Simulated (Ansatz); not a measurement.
# SrAl4Si2Rh: relaxing a made-up structure, part 2 of 2

Starting from a made-up structure for SrAl4Si2Rh, the aim is the relaxed cell, its shortest contacts and, where a second run follows, its electronic structure.

Ansatz 0.2.0; DFT, r2SCAN, plane-wave PAW, files of the set soft_1, scalar-relativistic, no spin, cell and ions relaxed at zero pressure; PAW set soft_1 (the session's first sound run).

So far: The starting structure; Relaxation of the guess.

### Step 2. Relaxation of the guess (continued)

The steps of the relaxation:

| step | energy less that of the first step (eV) | largest force component (eV/Å) | pressure (GPa) | volume (Å³) |
| --- | --- | --- | --- | --- |
| 1 | 0.0000 | 0.4175 | -4.83 | 154.56 |
| 2 | -0.1521 | 0.3097 | 1.38 | 145.59 |
| 3 | -0.1794 | 0.0421 | -0.12 | 147.06 |
| 4 | -0.1805 | 0.0214 | -0.05 | 147.03 |
| 5 | -0.1805 | 0.0012 | 0.02 | 146.94 |
| 6* | -0.1799 | 0.0012 | 0.02 | 146.94 |

Relaxation steps marked * repeat the geometry before them on a plane-wave basis chosen anew for their cell, so energy and pressure can jump there.

Forces are held to the 16 operations that the run works with; a distortion that breaks them can't arise in this run.

| conventional cell, symmetrised | before | after | change |
| --- | --- | --- | --- |
| a (Å) | 4.242 | 4.210 | -0.8 % |
| b (Å) | 4.242 | 4.210 | -0.8 % |
| c (Å) | 8.589 | 8.290 | -3.5 % |
| volume (Å³/atom) | 19.32 | 18.37 | -4.9 % |

The atoms that moved most (Å, as changes of fractional coordinates times the final cell):

| atom | dx | dy | dz | length |
| --- | --- | --- | --- | --- |
| Al6 | 0.000 | 0.000 | 0.028 | 0.028 |
| Al5 | 0.000 | 0.000 | 0.028 | 0.028 |
| Al8 | 0.000 | 0.000 | -0.028 | 0.028 |
| Al7 | 0.000 | 0.000 | -0.028 | 0.028 |
| Si3 | 0.000 | 0.000 | 0.013 | 0.013 |
| Si4 | 0.000 | 0.000 | -0.013 | 0.013 |

Numbers from this step:

| Property | Result |
| --- | --- |
| free energy | -13414.8768 eV |
| energy at zero smearing | -13414.8678 eV |
| smearing term TS | 0.01799 eV |
| Fermi energy | 9.479 eV |
| electrons | 47 |
| symmetry operations | 16 |
| pressure | 0.01519 GPa |

Shortest distances by pair of elements, guess and relaxed (not always the same contact):

| pair | guess (Å) | relaxed (Å) |
| --- | --- | --- |
| Si–Si | 2.462 | 2.401 |
| Al–Rh | 2.571 | 2.514 |
| Al–Si | 2.664 | 2.627 |
| Al–Al | 2.905 | 2.747 |
| Si–Sr | 3.242 | 3.210 |

The relaxation ends with a largest force component of 0.0012 eV/Å and a pressure of 0.02 GPa.

### Step 3. Electronic structure of the relaxed cell

A second self-consistent run takes a narrower smearing and the mesh shown in its input; the bands follow along the standard path of the relaxed lattice.

This step: DFT, r2SCAN, plane-wave PAW, files of the set soft_1, scalar-relativistic, no spin, bands and density of states at the relaxed cell; PAW set soft_1 (Ansatz 0.2.0).

Contents of input.yaml:

```yaml
crystal:
  lattice:
    - [4.2100343588, 0.0, 0.0]
    - [0.0, 4.2100343588, 0.0]
    - [0.0, 0.0, 8.2902736349]
  atoms:
    - { symbol: Rh, position: [0.0, 0.0, 0.0] }
    - { symbol: Sr, position: [0.0, 0.0, 0.5] }
    - { symbol: Si, position: [0.5, 0.5, 0.6448112353] }
    - { symbol: Si, position: [0.5, 0.5, 0.3551887647] }
    - { symbol: Al, position: [0.5, 0.0, 0.8343060851] }
    - { symbol: Al, position: [0.0, 0.5, 0.8343060851] }
    - { symbol: Al, position: [0.5, 0.0, 0.1656939149] }
    - { symbol: Al, position: [0.0, 0.5, 0.1656939149] }
kpoints:
  mp_grid: { grid: [8, 8, 4] }
  band_path:
    path:
      - [[0.0, 0.0, 0.0], [0.0, 0.5, 0.0], [0.5, 0.5, 0.0], [0.0, 0.0, 0.0], [0.0, 0.0, 0.5], [0.0, 0.5, 0.5], [0.5, 0.5, 0.5], [0.0, 0.0, 0.5]]
      - [[0.0, 0.5, 0.0], [0.0, 0.5, 0.5]]
      - [[0.5, 0.5, 0.0], [0.5, 0.5, 0.5]]
    npoints: 8
scf:
  occupations: { method: fermi_dirac, width: 0.03 }
  n_extra_bands: 12
hamiltonian:
  xc: r2scan
  pseudopotentials: { kind: paw, azcp: { folder: soft_1 } }
output:
  forces: true
  stress: true
  write_bands: true
  dos: { projected: true }
  write_density: true
  write_potential: true
  elf: true
  volumetric_format: npy
```

Command:

```sh
ansatz run input.yaml --threads 4 --pin off --max-ram 10240MiB --backend cpu --events-out ev --progress --plain --runs-dir out
```

Numbers of over 12 decimals in the logs are rounded to 6 here.

Output:

```text
[...]
Crystal: 8 atoms, lattice volume = 146.940 Å³
Basis set: ecut = 500 eV, 3719 PW (Γ), exchange–correlation on 128×128×256 points (64 copies of the dense FFT grid, shifted against one another)
Bands: 36, of which v1, the nominal top of the filled ones, is band 24 counted from 1 (23 counted from 0)
Symmetry: 16 space group operations
[...]
k-points: 45 of 256
[...]
SCF iter   1: F=—  HF=-13424.211588 eV  |F-HF|=—  |Δ(HF+E_count)|=         —  Δρ=1.68e-1  dr2=1.36e2  dr2_τ=2.73e0  ethr=3.10e-3  ⟨swp⟩=9.7  Hψ=10310  notcnv=0  defer=9
[...]
SCF iter  11: F=-13414.871577 eV  HF=-13414.871577 eV  |F-HF|=3.64e-8  |Δ(HF+E_count)|=  4.69e-10  Δρ=4.26e-6  dr2=4.33e-8  dr2_τ=2.92e-9  ethr=2.13e-10  ⟨swp⟩=20.3  Hψ=15244  notcnv=0
SCF 1 converged in 11 iterations: F = -13414.871577 eV  dr2 = 4.33e-8
[...]
NSCF: frozen V_eff on 75 k-points
SCF converged after 11 iterations
Free energy (F): -13414.871577 eV
[...]
Internal energy: -13414.864488 eV  (E = F + TS)
E sigma→0 (E₀):  -13414.868032 eV
Entropy (-TS):   -0.007089 eV (-0.886 meV/atom)
Fermi energy:    9.546587 eV
[...]
--- Forces (eV/Å), atoms counted from 1 ---
  atom   1  Rh    -0.00000000     0.00000000     0.00000000
  atom   2  Sr    -0.00000000     0.00000000     0.00000000
  atom   3  Si     0.00000000     0.00000000    -0.04746618
  atom   4  Si     0.00000000     0.00000000     0.04746618
  atom   5  Al     0.00000000     0.00000000    -0.01168419
  atom   6  Al     0.00000000     0.00000000    -0.01168419
  atom   7  Al     0.00000000     0.00000000     0.01168419
  atom   8  Al     0.00000000     0.00000000     0.01168419
  max |Σ_I F_I| component: 2.08e-17 eV/Å
--- Stress (GPa, compression-positive) ---
       -0.252354       0.000000       0.000000
        0.000000      -0.252354       0.000000
        0.000000       0.000000       0.292123
  P = ⅓ Tr σ = -0.0709 GPa (-0.709 kbar)
--- Band table (eV; the first three rows and the last of 45) ---
  k-point 0: bands = [... 20 lower, 8.3850, 8.3850, 8.5581, 9.7715, 10.0396, 10.0396, 10.5429, 11.1329, ... 8 higher]
  k-point 1: bands = [... 20 lower, 8.0812, 8.4352, 8.7111, 9.9776, 10.5307, 10.5307, 10.5330, 11.1147, ... 8 higher]
  k-point 2: bands = [... 20 lower, 7.8104, 8.3363, 9.5478, 10.1657, 10.8668, 11.0310, 11.1015, 11.1015, ... 8 higher]
  k-point 44: bands = [... 20 lower, 6.5482, 7.0303, 7.0303, 7.1632, 10.3044, 11.3201, 11.3201, 13.1370, ... 8 higher]
```

It took 14 s on 4 threads of Arm Neoverse V2, shared host; peak memory 0.83 GiB; 55 s of CPU time.

Numbers from this step:

* free energy: -13414.8716 eV
* energy at zero smearing: -13414.8680 eV
* smearing term TS: 0.007089 eV
* Fermi energy: 9.547 eV
* pressure: -0.07086 GPa

bands.tsv at the labelled points (eV, zero at the Fermi level; the bands that come nearest the Fermi level along the path):

| point | band 20 | band 21 | band 22 | band 23 | band 24 | band 25 | band 26 | band 27 |
| --- | --- | --- | --- | --- | --- | --- | --- | --- |
| Γ | -2.29 | -1.16 | -1.16 | -0.99 | 0.22 | 0.49 | 0.49 | 1.00 |
| X | -2.26 | -2.17 | -0.98 | 0.46 | 0.46 | 0.53 | 0.94 | 1.70 |
| M | -2.75 | -2.75 | -2.53 | -2.51 | -2.39 | 1.02 | 1.94 | 2.65 |
| Γ | -2.29 | -1.16 | -1.16 | -0.99 | 0.22 | 0.49 | 0.49 | 1.00 |
| Z | -1.74 | -1.74 | -1.21 | 0.00 | 0.62 | 1.32 | 1.48 | 1.55 |
| R | -2.55 | -2.07 | -1.86 | -0.56 | 0.19 | 0.56 | 1.44 | 2.61 |
| A | -3.04 | -3.00 | -2.52 | -2.52 | -2.38 | 0.76 | 1.77 | 1.77 |
| Z | -1.74 | -1.74 | -1.21 | 0.00 | 0.62 | 1.32 | 1.48 | 1.55 |
| X | -2.26 | -2.17 | -0.98 | 0.46 | 0.46 | 0.53 | 0.94 | 1.70 |
| R | -2.55 | -2.07 | -1.86 | -0.56 | 0.19 | 0.56 | 1.44 | 2.61 |
| M | -2.75 | -2.75 | -2.53 | -2.51 | -2.39 | 1.02 | 1.94 | 2.65 |
| A | -3.04 | -3.00 | -2.52 | -2.52 | -2.38 | 0.76 | 1.77 | 1.77 |

States per cell as run, both spins, in windows of 1 eV, from dos.tsv (zero at the Fermi level):

| from | to | total |
| --- | --- | --- |
| -8 | -7 | 1.47 |
| -7 | -6 | 2.08 |
| -6 | -5 | 2.84 |
| -5 | -4 | 3.91 |
| -4 | -3 | 5.83 |
| -3 | -2 | 5.58 |
| -2 | -1 | 3.21 |
| -1 | 0 | 2.00 |
| 0 | 1 | 1.82 |
| 1 | 2 | 3.71 |
| 2 | 3 | 3.42 |
| 3 | 4 | 4.56 |
| 4 | 5 | 5.00 |

Below -8 eV lie 20.0 more states.

Valence density in the ac plane at fractional y = 0.000, with atoms of Rh and Sr and Al within 0.2 Å of it. It is the smooth field of the valence electrons, not physical close to the nuclei.

Values in e/Å³, 24 rows by 14 columns, each cell a mean:
```
11  8  3  1  0  0  0  0  0  0  0  1  5  9
 5  3  1  1  0  0  0  0  0  0  0  1  2  4
 1  1  0  0  0  0  0  0  0  0  0  0  1  1
 0  0  0  0  0  0  0  0  0  0  0  0  0  0
 0  0  0  0  0  0  0  0  0  0  0  0  0  0
 0  0  0  0  0  0  0  0  0  0  0  0  0  0
 0  0  0  0  0  0  0  0  0  0  0  0  0  0
 0  0  0  0  0  0  0  0  0  0  0  0  0  0
 0  0  0  0  0  0  0  0  0  0  0  0  0  0
 2  1  1  0  0  0  0  0  0  0  0  0  1  1
 2  2  1  1  0  0  0  0  0  0  0  1  2  2
 2  2  2  1  0  0  0  0  0  0  0  1  2  2
 2  3  2  1  0  0  0  0  0  0  0  1  2  2
 2  2  1  0  0  0  0  0  0  0  0  0  1  2
 1  1  0  0  0  0  0  0  0  0  0  0  0  1
 0  0  0  0  0  0  0  0  0  0  0  0  0  0
 0  0  0  0  0  0  0  0  0  0  0  0  0  0
 0  0  0  0  0  0  0  0  0  0  0  0  0  0
 0  0  0  0  0  0  0  0  0  0  0  0  0  0
 0  0  0  0  0  0  0  0  0  0  0  0  0  0
 1  0  0  0  0  0  0  0  0  0  0  0  0  0
 3  2  1  0  0  0  0  0  0  0  0  1  1  2
 8  6  2  1  0  0  0  0  0  0  0  1  4  7
14 10  4  1  0  0  0  0  0  0  1  2  6 11
```
Columns run along a (4.2 Å), rows up along c (8.3 Å). Atoms in or near the plane, at fractional coordinates: Rh at (0.00, 0.00), Sr at (0.00, 0.50), Al at (0.50, 0.83), Al at (0.50, 0.17).

ELF in the ac plane at fractional y = 0.000, with atoms of Rh and Sr and Al within 0.2 Å of it. It is the smooth field of the valence electrons, not physical close to the nuclei.

Ten even steps from '_' (0.04) to '@' (0.84), each cell a mean:
```
%%##++--==**######**--==**%%
**++----**##++==**##++--==**
------++##==..__..**##==----
::--++##**..__++__--##**==--
====++**==________::++**++==
------==--::......--====----
____..::--====++==--::....__
________::==++++++--..______
++==..____::====--..____::++
@@@@##::____::::..____==%%@@
**%%@@**..____..____::%%@@%%
__++@@%%::__________==@@%%--
--##@@##..__________--@@@@++
@@@@@@==____......__..**@@@@
%%##==..__..----::..__..++##
....____..--==++==::______..
______..::==++++++--::..____
::::::--------::--------::::
--==++++==..______::++++====
--==++##++..__==__::****++--
::::==**##--______++##++--::
++==--==##**--::==##**----++
%%##++--++####**##**==--++##
%%%%**----**######++--==##%%
```
Columns run along a (4.2 Å), rows up along c (8.3 Å). Atoms in or near the plane, at fractional coordinates: Rh at (0.00, 0.00), Sr at (0.00, 0.50), Al at (0.50, 0.83), Al at (0.50, 0.17).

Electrostatic potential energy in the ac plane at fractional y = 0.000, with atoms of Rh and Sr and Al within 0.2 Å of it. With pseudopotentials it is smooth inside the atoms' cores, unlike the true potential.

Values in eV, 24 rows by 14 columns, each cell a mean:
```
-68 -57 -32  -3   7   7   5   4   6   8   5 -12 -43 -62
-41 -32 -11   3   5  -1  -5  -5  -4   1   5   0 -20 -36
 -6  -1   5   6  -1  -5   1   5  -1  -5   2   6   3  -3
 10  10  10   6  -4  -1  11  12   8  -6   0   8  10  10
 12  12  11   7  -3  -5   6   9   2  -7   1   9  12  12
 12  12  11   9   3  -5  -6  -5  -6  -3   5  10  12  12
 11  11  11  10   8   4   0  -1   1   6   8  10  11  11
  8   8   9  10  10   9   9   9   9   9  10   9   9   8
  0   2   5   7   9  11  11  11  11  10   9   7   3   1
-32 -20  -4   3   8  10  11  12  11  10   6   1  -9 -25
-74 -65 -26  -2   6   9  11  11  11   8   3  -7 -43 -70
-76 -76 -51  -7   4   9  11  11  10   8   1 -15 -69 -76
-76 -74 -39  -5   5   9  11  11  10   8   2 -11 -58 -76
-56 -39 -11   1   7  10  11  12  11   9   5  -2 -21 -47
 -7  -4   2   6   9  11  11  12  11  10   8   5   0  -5
  5   6   7   9  10  10  10  10  10  10  10   8   7   5
 10  10  10  10   9   7   5   4   6   8   9  10  10  10
 12  12  11   9   5  -2  -6  -6  -5   1   7  10  11  12
 12  12  11   8  -1  -6   0   3  -3  -6   3   9  12  12
 12  12  10   6  -4  -2  10  12   7  -6   0   8  11  12
  4   6   8   6  -3  -4   7  10   3  -6   1   7   8   6
-26 -18  -3   5   3  -4  -5  -4  -5  -2   4   4  -9 -22
-59 -48 -24   0   6   4   1  -1   2   6   5  -7 -35 -53
-75 -64 -37  -6   7   9   8   7   8   9   5 -16 -49 -70
```
Columns run along a (4.2 Å; values clipped at the 3rd and 97th percentile), rows up along c (8.3 Å). Atoms in or near the plane, at fractional coordinates: Rh at (0.00, 0.00), Sr at (0.00, 0.50), Al at (0.50, 0.83), Al at (0.50, 0.17).

### Step 4. Summary of results

```
space group, relaxed : P4/mmm
conventional cell    : a = 4.210, b = 4.210, c = 8.290 Å; α = 90.0°, β = 90.0°, γ = 90.0°
volume per atom      : 18.37 Å³ (guess 19.32)
```

What this shows: SrAl4Si2Rh relaxes to P4/mmm with a = 4.210, b = 4.210 and c = 8.290 Å. The guessed volume was 5 % too large. The space group P4/mmm was held in the relaxation, so the end point is a stationary structure within it and may be a saddle against distortions or other arrangements. Bands cross the Fermi level, so it is a metal or semimetal at this level. The electron count is odd, which forces that without spin polarisation or a larger cell. On the 8×8×4 mesh with the narrower smearing (relaxed on 6×6×3) the largest force component is 0.047 eV/Å and the largest stress component is 0.292 GPa, against the relaxation's thresholds of 0.015 eV/Å and 0.05 GPa. The cutoff wasn't tested. No dispersion term is used, so weakly bound directions may come out too long. The runs have no spin, and magnetism wasn't tested. Nothing here tests whether the compound is stable against decomposition.

[Logs are printed without paths, hosts, clocks, repeated set-up lines and the standing remarks that a program may print on its own settings, such as how far it seeks lower states.]

[Hosts, paths, dates, database ids (printed as entryN), source tags and the programs' standing remarks are cut or masked in the printed files.]
